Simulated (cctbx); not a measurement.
# TlIn2Cu with cctbx, script by script

Library: cctbx 2025.11. The data are simulated by the first script.

## 1. Simulate the data

run.py:

```python
from cctbx import adptbx, crystal, miller, sgtbx, xray
from cctbx.array_family import flex
from iotbx.shelx import hklf
from scitbx import matrix
import scitbx.random

cs = crystal.symmetry(unit_cell=(4.339, 9.904, 7.722, 90, 90, 90), space_group_symbol='Hall: -C 2c 2')  # Cmcm
atoms = [  # label, site, U (iso, or U11 U22 U33 U12 U13 U23 in A^2), occupancy
    ("Tl1", (0, 0.4315, 0.75), (0.0092, 0.0041, 0.0050, 0.0000, 0.0000, 0.0000), 1),
    ("In1", (0, 0.1493, 0.5584), (0.0086, 0.0271, 0.0194, 0.0000, 0.0000, 0.0048), 1),
    ("Cu1", (0.5, 0.2168, 0.75), (0.0163, 0.0084, 0.0127, 0.0000, 0.0000, 0.0000), 1),
]
xs = xray.structure(crystal_symmetry=cs)
for label, site, u, occ in atoms:
    u = adptbx.u_cif_as_u_star(cs.unit_cell(), u) if isinstance(u, tuple) else u
    xs.add_scatterer(xray.scatterer(label, site=site, u=u, occupancy=occ))
xs.set_inelastic_form_factors(0.71073, "sasaki")
xs.show_summary()
p1 = xs.expand_to_p1()
ms = miller.build_set(p1, anomalous_flag=True, d_min=0.65)
flex.set_random_seed(83518)
scitbx.random.set_random_seed(83518)
ms = ms.select(flex.random_double(ms.size()) < 0.5)
i = ms.structure_factors_from_scatterers(p1, algorithm="direct").f_calc().as_intensity_array().data()
i = i * 5000 / flex.max(i)
sig = flex.sqrt(i + flex.pow2(0.06 * i) + 8 ** 2)
noise = scitbx.random.variate(scitbx.random.normal_distribution())(i.size())
data = ms.array(data=i + sig * noise, sigmas=sig).set_observation_type_xray_intensity()
with open("data.hkl", "w") as f:
    data.export_as_shelx_hklf(f)
print("reflections written:", data.size(), " <I/sigma> = %.1f" % flex.mean(data.data() / data.sigmas()))
for h, a, b in list(data.sort("data"))[:12]:
    print("%4d%4d%4d %9.1f %7.1f" % (h + (a, b)))
```

```console
$ python run.py
```

```text
Number of scatterers: 3
At special positions: 3
Unit cell: (4.339, 9.904, 7.722, 90, 90, 90)
Space group: C m c m (No. 63)
reflections written: 2510  <I/sigma> = 4.4
   1  -7   0    5292.7   308.3
   1   7   0    5026.3   308.3
  -1  -7   0    4907.1   308.3
  -1   1  -2    4357.7   254.5
   1  -1  -2    4280.8   254.5
   0  -2   3    4212.9   248.8
   0  -4   1    4119.6   234.1
  -4   0   0    3984.5   245.0
  -1   1   2    3941.9   254.5
  -1  -1   2    3805.3   254.5
   1  -1   2    3628.0   254.5
   0   0   6    3505.3   215.8
```

Run time: 0.25 s on 1 thread of Arm Neoverse V2, with other jobs on the host, peak memory 0.07 GiB.

## 2. Symmetry

run.py:

```python
from cctbx import crystal, sgtbx, statistics
from cctbx.array_family import flex
from iotbx.shelx import hklf

p1 = crystal.symmetry(unit_cell=(4.339, 9.904, 7.722, 90, 90, 90), space_group_symbol="P 1")
raw = hklf.reader(file_name="data.hkl").as_miller_arrays(crystal_symmetry=p1, anomalous=True)[0]
print(raw.size(), "reflections to d = %.3f A" % raw.d_min())
isig = raw.data() / raw.sigmas()
print("centring   violations  <I/sigma> of those")
best = "P"
for c in "ABCIRF":
    a = raw.customized_copy(space_group_info=sgtbx.space_group_info("Hall: %s 1" % c)).sys_absent_flags().data()
    m = flex.mean(isig.select(a))
    print("%5s %10d of %5d %8.1f" % (c, (isig.select(a) > 4).count(True), a.count(True), m))
    if (isig.select(a) > 4).count(True) < 0.01 * a.count(True):
        best = c
raw = raw.select(~raw.customized_copy(space_group_info=sgtbx.space_group_info("Hall: %s 1" % best)).sys_absent_flags().data())
isig = raw.data() / raw.sigmas()
rows = []
for s in sgtbx.space_group_symbol_iterator():
    g = sgtbx.space_group(s)
    if g.conventional_centring_type_symbol() != best or not g.is_compatible_unit_cell(p1.unit_cell(), 1e-3, 0.02):
        continue
    rows.append((s, g))
print("Laue class    unique    Rint  (classes that these axes allow; Friedel mates merged)")
rint = {}
for s, g in rows:
    laue = g.build_derived_patterson_group()
    key = laue.type().hall_symbol()
    if key not in rint:
        m = raw.customized_copy(space_group_info=laue.info(), anomalous_flag=False).merge_equivalents()
        rint[key] = m.r_int()
        print("%-14s %6d %7.3f" % (laue.type().lookup_symbol(), m.array().size(), m.r_int()))
floor = min(rint.values())
good = [(s, g) for s, g in rows if rint[g.build_derived_patterson_group().type().hall_symbol()] < 2 * floor + 0.03]
top = max(g.build_derived_patterson_group().order_z() for s, g in good)
print("space group    extra absences  I>4sigma  <I/sigma>")
for s, g in good:
    laue = g.build_derived_patterson_group()
    if laue.order_z() != top:
        continue
    a = raw.customized_copy(space_group_info=g.info()).sys_absent_flags().data()
    a &= ~raw.customized_copy(space_group_info=laue.info()).sys_absent_flags().data()
    bad = (isig.select(a) > 4).count(True)
    if bad <= 0.03 * a.count(True):
        print("%-16s %8d %10d %9s  %s" % (s.universal_hermann_mauguin(), a.count(True), bad, "%.1f" % flex.mean(isig.select(a)) if a.count(True) else "-", "centric" if g.is_centric() else "acentric"))
laue = max(good, key=lambda t: t[1].build_derived_patterson_group().order_z())[1].build_derived_patterson_group()
f = raw.customized_copy(space_group_info=laue.info(), anomalous_flag=False).merge_equivalents().array().eliminate_sys_absent().f_sq_as_f()
f.set_observation_type_xray_amplitude()
bins = max(3, min(8, f.size() // 12))
f.setup_binner(n_bins=bins)
w = statistics.wilson_plot(f, {e: n / laue.order_z() for e, n in {'Tl': 4.0, 'In': 8.0, 'Cu': 4.0}.items()}, e_statistics=True)
print("Wilson B = %.2f A^2   <|E^2-1|> = %.3f (0.968 centric, 0.736 acentric)   E^2>4: %.1f %%" % (w.wilson_b, w.mean_e_sq_minus_1, w.percent_e_sq_gt_2))
print("shell (A)         n   <I/sigma>")
m = raw.customized_copy(space_group_info=laue.info(), anomalous_flag=False).merge_equivalents().array().eliminate_sys_absent()
for b in m.setup_binner(n_bins=bins).range_used():
    sel = m.binner().selection(b)
    print("%5.2f - %4.2f %6d %8.1f" % (min(m.binner().bin_d_range(b)[0] if m.binner().bin_d_range(b)[0] > 0 else 99, 99), m.binner().bin_d_range(b)[1], sel.count(True), flex.mean((m.data() / m.sigmas()).select(sel))))
```

```console
$ python run.py
```

```text
2510 reflections to d = 0.650 A
centring   violations  <I/sigma> of those
    A        488 of  1250      4.4
    B        488 of  1250      4.4
    C          0 of  1240      0.0
    I        467 of  1255      4.4
    R        638 of  1671      4.4
    F        488 of  1870      2.9
Laue class    unique    Rint  (classes that these axes allow; Friedel mates merged)
C 1 2/m 1         620   0.050
C 2/m 1 1         642   0.048
C m m m           380   0.055
space group    extra absences  I>4sigma  <I/sigma>
C 2 2 21                8          0      -0.5  acentric
C 2 2 2                 0          0         -  acentric
C m m 2                 0          0         -  acentric
C m c 21               30          0      -0.5  acentric
C 2 m m                 0          0         -  acentric
C m 2 m                 0          0         -  acentric
C 2 c m                30          0      -0.5  acentric
C m c m                30          0      -0.5  centric
C m m m                 0          0         -  centric
Wilson B = 0.83 A^2   <|E^2-1|> = 0.816 (0.968 centric, 0.736 acentric)   E^2>4: 0.8 %
shell (A)         n   <I/sigma>
 7.72 - 1.30     56     17.8
 1.30 - 1.03     49     13.6
 1.03 - 0.90     44     16.0
 0.90 - 0.82     53     13.4
 0.82 - 0.76     40     14.7
 0.76 - 0.72     45     13.8
 0.72 - 0.68     43     11.1
 0.68 - 0.65     50     10.6
```

Time: 0.26 s.

## 3. Charge flipping

run.py:

```python
import itertools
from cctbx import crystal, maptbx
from cctbx.array_family import flex
from iotbx.shelx import hklf
from smtbx.ab_initio import charge_flipping as cf

cs = crystal.symmetry(unit_cell=(4.339, 9.904, 7.722, 90, 90, 90), space_group_symbol='Hall: -C 2c 2')  # Cmcm
raw = hklf.reader(file_name="data.hkl").as_miller_arrays(crystal_symmetry=cs, anomalous=True)[0]
merged = raw.eliminate_sys_absent().merge_equivalents()
fo2 = merged.array().set_observation_type_xray_intensity()
f = fo2.average_bijvoet_mates().f_sq_as_f().resolution_filter(d_min=0.8)
p1 = f.expand_to_p1()
work = p1
flex.set_random_seed(11707)
it = cf.weak_reflection_improved_iterator(delta=None, weak_reflection_fraction=0.2)
it.start(work, phases=flex.random_double(p1.size()) * 6.2832, f_000=0)
it.delta = 1.1 * it.rho_map.sigma()
print("cycle      R  skewness")
for n, st in enumerate(itertools.islice(it, 300)):
    if n % 25 == 0:
        print("%5d %6.3f %8.2f" % (n, st.r1_factor(), st.rho_map.skewness()))
rho = p1.phase_transfer(it.f_calc).fft_map().apply_volume_scaling()
polish = cf.low_density_elimination_iterator(constant_rho_c=rho.sigma())
polish.start(f_obs=p1, phases=it.f_calc, f_000=0)
for _ in range(8):
    next(polish)
print("origin shift          correlation  skewness")
maps = []
for fc, shift, cc in itertools.islice(cf.f_calc_symmetrisations(f, polish.f_calc, 0), 4):
    m = f.phase_transfer(fc).fft_map(symmetry_flags=maptbx.use_space_group_symmetry, resolution_factor=0.25).apply_sigma_scaling()
    maps.append((m.skewness(), cc, m))
    print("%6.3f %6.3f %6.3f %10.3f %9.2f" % (tuple(shift) + (cc, m.skewness())))
skew, cc, m = max((t for t in maps if t[1] > maps[0][1] - 0.04), key=lambda t: t[0])
print("taken: symmetry correlation %.3f, skewness %.2f" % (cc, skew))
peaks = m.peak_search(parameters=maptbx.peak_search_parameters(min_distance_sym_equiv=0.9, max_clusters=8)).all()
sps = cs.special_position_settings(min_distance_sym_equiv=0.5)
print("peak      x       y       z  mult  height/sigma")
for k, (x, h) in enumerate(zip(peaks.sites(), peaks.heights())):
    ss = sps.site_symmetry(x)
    print("Q%-3d %7.4f %7.4f %7.4f %4d %8.1f" % ((k + 1,) + tuple(t % 1 for t in ss.exact_site()) + (ss.multiplicity(), h)))
```

```console
$ python run.py
```

```text
cycle      R  skewness
    0  0.559     0.20
   25  0.339     4.47
   50  0.287     3.94
   75  0.275     3.87
  100  0.262     3.88
  125  0.278     3.90
  150  0.270     3.81
  175  0.280     3.80
  200  0.264     3.77
  225  0.283     3.78
  250  0.265     3.72
  275  0.271     3.85
origin shift          correlation  skewness
 0.287  0.402  0.054      0.909      5.28
 0.301  0.327  0.052      0.827      4.46
 0.308  0.192  0.049      0.844      3.49
 0.280  0.404  0.243      0.813      2.54
taken: symmetry correlation 0.909, skewness 5.28
peak      x       y       z  mult  height/sigma
Q1    0.0000  0.3578  0.7500    4     16.4
Q2    0.0000  0.0671  0.5584    8      9.2
Q3    0.0000  0.4873  0.7500    4      5.0
Q4    0.0000  0.2259  0.2500    4      4.0
Q5    0.2051  0.2200  0.0782   16      1.6
Q6    0.0000  0.1364  0.0661    8      1.5
Q7    0.2138  0.0834  0.5941   16      1.5
Q8    0.0000  0.0825  0.7500    4      1.2
```

Time: 0.33 s.

## 4. Refinement (model from the peaks)

run.py:

```python
import math
from cctbx import adptbx, crystal, maptbx, sgtbx, xray
from cctbx.array_family import flex
from cctbx.xray import observations
from iotbx.shelx import hklf
from scitbx.lstbx import normal_eqns_solving
from smtbx import absolute_structure, utils
from smtbx.refinement import constraints, least_squares

cs = crystal.symmetry(unit_cell=(4.339, 9.904, 7.722, 90, 90, 90), space_group_symbol='Hall: -C 2c 2')  # Cmcm
atoms = [  # label, site, U (iso, or U11 U22 U33 U12 U13 U23 in A^2), occupancy
    ("Tl1", (0, 0.3578, 0.75), 0.0200, 1),
    ("In1", (0, 0.0671, 0.5584), 0.0200, 1),
    ("Cu1", (0, 0.4873, 0.75), 0.0200, 1),
]
xs = xray.structure(crystal_symmetry=cs)
for label, site, u, occ in atoms:
    u = adptbx.u_cif_as_u_star(cs.unit_cell(), u) if isinstance(u, tuple) else u
    xs.add_scatterer(xray.scatterer(label, site=site, u=u, occupancy=occ))
xs.set_inelastic_form_factors(0.71073, "sasaki")
raw = hklf.reader(file_name="data.hkl").as_miller_arrays(crystal_symmetry=cs, anomalous=True)[0]
merged = raw.eliminate_sys_absent().merge_equivalents()
fo2 = merged.array().set_observation_type_xray_intensity()
print("Rint %.3f, %d unique reflections to %.2f A" % (merged.r_int(), fo2.size(), fo2.d_min()))
for sc in xs.scatterers():
    sc.flags.set_grad_site(True)
    sc.flags.set_grad_u_aniso(sc.flags.use_u_aniso())
    sc.flags.set_grad_u_iso(sc.flags.use_u_iso())
obs = fo2.as_xray_observations()
extra = {}
rep = constraints.reparametrisation(xs, [], utils.connectivity_table(xs), **extra)
ls = least_squares.crystallographic_ls(obs, rep, weighting_scheme=least_squares.mainstream_shelx_weighting(a=0, b=0))
print("cycle     R1     wR2    GooF  max shift (A)")
for cycle in range(6):
    ls.build_up()
    r1, wr2, goof = ls.r1_factor(cutoff_factor=2)[0], ls.wR2(), ls.goof()
    old = xs.sites_cart()
    normal_eqns_solving.levenberg_marquardt_iterations(ls, n_max_iterations=3, tau=0.0001, step_threshold=1e-7)
    big = flex.max((xs.sites_cart() - old).norms())
    print("%4d %7.4f %7.4f %7.3f %9.5f" % (cycle + 1, r1, wr2, goof, big))
    ls.build_up(objective_only=True)
    if abs(ls.wR2() - wr2) < 5e-5 and big < 5e-4:
        break
ls.build_up()
print("final R1 %.4f wR2 %.4f GooF %.3f  parameters %d  data/parameter %.1f" % (ls.r1_factor(cutoff_factor=2)[0], ls.wR2(), ls.goof(), ls.n_parameters, fo2.size() / ls.n_parameters))
cov = ls.covariance_matrix_and_annotations()
su = dict(zip(cov.annotations, (math.sqrt(max(v, 0)) for v in cov.matrix.matrix_packed_u_diagonal())))
a2 = cs.unit_cell().reciprocal_parameters()[0] ** -2
print("atom        x        y        z      Ueq    occ   su(xyz)  su(Uiso or U11)")
for sc in xs.scatterers():
    s = max(su.get(sc.label + k, 0) for k in (".x", ".y", ".z"))
    npd = "" if sc.is_positive_definite_u(cs.unit_cell()) else "  NPD"
    print("%-5s %8.5f %8.5f %8.5f %8.4f %6.3f %8.5f %7.4f%s" % ((sc.label,) + sc.site + (sc.u_iso_or_equiv(cs.unit_cell()), sc.occupancy, s, su.get(sc.label + ".uiso", su.get(sc.label + ".u11", 0) * a2), npd)))
fo = fo2.f_sq_as_f()
fc = fo.structure_factors_from_scatterers(xs, algorithm="direct").f_calc()
diff = fo.f_obs_minus_f_calc(1 / math.sqrt(ls.scale_factor()), fc).average_bijvoet_mates()
m = diff.fft_map(symmetry_flags=maptbx.use_space_group_symmetry, resolution_factor=0.25).apply_volume_scaling()
print("difference map: max %.2f min %.2f rms %.2f" % (m.statistics().max(), m.statistics().min(), m.statistics().sigma()))
peaks = m.peak_search(parameters=maptbx.peak_search_parameters(min_distance_sym_equiv=0.6, max_clusters=5)).all()
near = xs.closest_distances(peaks.sites(), distance_cutoff=4)
sps = cs.special_position_settings(min_distance_sym_equiv=0.5)
for k, (x, h) in enumerate(zip(peaks.sites(), peaks.heights())):
    ss = sps.site_symmetry(x)
    print("Q%-3d %7.4f %7.4f %7.4f %4d %7.2f  %.2f A from %s" % ((k + 1,) + tuple(t % 1 for t in ss.exact_site()) + (ss.multiplicity(), h, near.smallest_distances[k], xs.scatterers()[near.i_seqs[k]].label)))
```

```console
$ python run.py
```

```text
Rint 0.055, 361 unique reflections to 0.65 A
cycle     R1     wR2    GooF  max shift (A)
   1  0.5661  0.8566  15.023   0.21663
   2  0.4307  0.7303  12.808   0.02560
   3  0.4304  0.7283  12.773   0.00674
   4  0.4308  0.7281  12.769   0.00159
   5  0.4310  0.7281  12.768   0.00036
final R1 0.4310 wR2 0.7281 GooF 12.768  parameters 7  data/parameter 51.6
atom        x        y        z      Ueq    occ   su(xyz)  su(Uiso or U11)
Tl1    0.00000  0.34919  0.75000   0.0001  1.000  0.00113  0.0022
In1    0.00000  0.06619  0.56222   0.0001  1.000  0.00202  0.0029
Cu1    0.00000  0.51263  0.75000   0.0001  1.000  0.00344  0.0055
difference map: max 212.48 min -89.92 rms 17.55
Q1    0.0000  0.3517  0.7500    4  220.33  0.02 A from Tl1
Q2    0.0000  0.2085  0.2500    4  166.04  2.24 A from Tl1
Q3    0.0000  0.0700  0.5634    8  140.08  0.04 A from In1
Q4    0.0000  0.2255  0.0579    8   86.36  1.83 A from In1
Q5    0.0000  0.3649  0.2500    4   80.07  1.21 A from Cu1
```

Time: 0.54 s.

Figures of merit this high mean that the model is still wrong or incomplete.

## 5. Charge flipping

run.py, as its changes from the last script of this kind:

```diff
@@ -13,2 +13,3 @@
-work = p1
-flex.set_random_seed(11707)
+p1.setup_binner_counting_sorted(reflections_per_bin=max(40, p1.size() // 12))
+work = p1.array(data=p1.data() / p1.amplitude_quasi_normalisations().data())
+flex.set_random_seed(11708)
@@ -19,2 +20,2 @@
-for n, st in enumerate(itertools.islice(it, 300)):
-    if n % 25 == 0:
+for n, st in enumerate(itertools.islice(it, 600)):
+    if n % 50 == 0:
```

```console
$ python run.py
```

```text
cycle      R  skewness
    0  0.573     0.33
   50  0.475     3.11
  100  0.468     2.76
  150  0.468     3.11
  200  0.483     2.55
  250  0.469     2.71
  300  0.489     2.89
  350  0.470     2.92
  400  0.478     2.49
  450  0.467     2.48
  500  0.478     2.49
  550  0.472     2.83
origin shift          correlation  skewness
 0.113  0.400  0.005      0.757      0.56
 0.458  0.121  0.043      0.723      3.56
 0.289  0.399  0.054      0.717      1.36
 0.111  0.398  0.452      0.749      0.64
taken: symmetry correlation 0.723, skewness 3.56
peak      x       y       z  mult  height/sigma
Q1    0.0000  0.0844  0.7500    4     14.3
Q2    0.0000  0.2266  0.2500    4     10.2
Q3    0.0000  0.1714  0.0691    8      5.2
Q4    0.0000  0.5000  0.5000    4      4.1
Q5    0.0000  0.4398  0.2500    4      3.5
Q6    0.2194  0.2625  0.7500    8      2.4
Q7    0.2030  0.4432  0.0488   16      2.0
Q8    0.2030  0.1235  0.6581   16      1.9
```

Time: 0.41 s.

## 6. Charge flipping

run.py, as its changes from the last script of this kind:

```diff
@@ -13,3 +13,2 @@
-p1.setup_binner_counting_sorted(reflections_per_bin=max(40, p1.size() // 12))
-work = p1.array(data=p1.data() / p1.amplitude_quasi_normalisations().data())
-flex.set_random_seed(11708)
+work = p1
+flex.set_random_seed(11709)
```

```console
$ python run.py
```

```text
cycle      R  skewness
    0  0.540     0.36
   50  0.294     4.05
  100  0.277     3.84
  150  0.267     3.91
  200  0.277     3.98
  250  0.273     4.02
  300  0.292     4.19
  350  0.273     4.08
  400  0.284     3.86
  450  0.281     3.92
  500  0.274     3.84
  550  0.269     3.81
origin shift          correlation  skewness
 0.386  0.153  0.196      0.826      2.01
 0.388  0.171  0.046      0.810      2.95
 0.347  0.088  0.039      0.784      2.09
 0.388  0.075  0.201      0.776      1.68
taken: symmetry correlation 0.810, skewness 2.95
peak      x       y       z  mult  height/sigma
Q1    0.0000  0.3457  0.2500    4     12.2
Q2    0.0000  0.0609  0.0574    8      8.4
Q3    0.0000  0.5097  0.2500    4      3.2
Q4    0.0000  0.2032  0.5586    8      3.0
Q5    0.2014  0.4277  0.2500    8      2.9
Q6    0.1665  0.2830  0.7500    8      2.1
Q7    0.1412  0.4266  0.0321   16      2.1
Q8    0.2158  0.2303  0.5572   16      2.0
```

Run time: 0.39 s on 1 thread of Arm Neoverse V2, on a shared host, peak memory 0.07 GiB.

[Logs are printed without paths, hosts, clocks, repeated set-up lines and the standing remarks that a program may print on its own settings, such as how far it seeks lower states.]
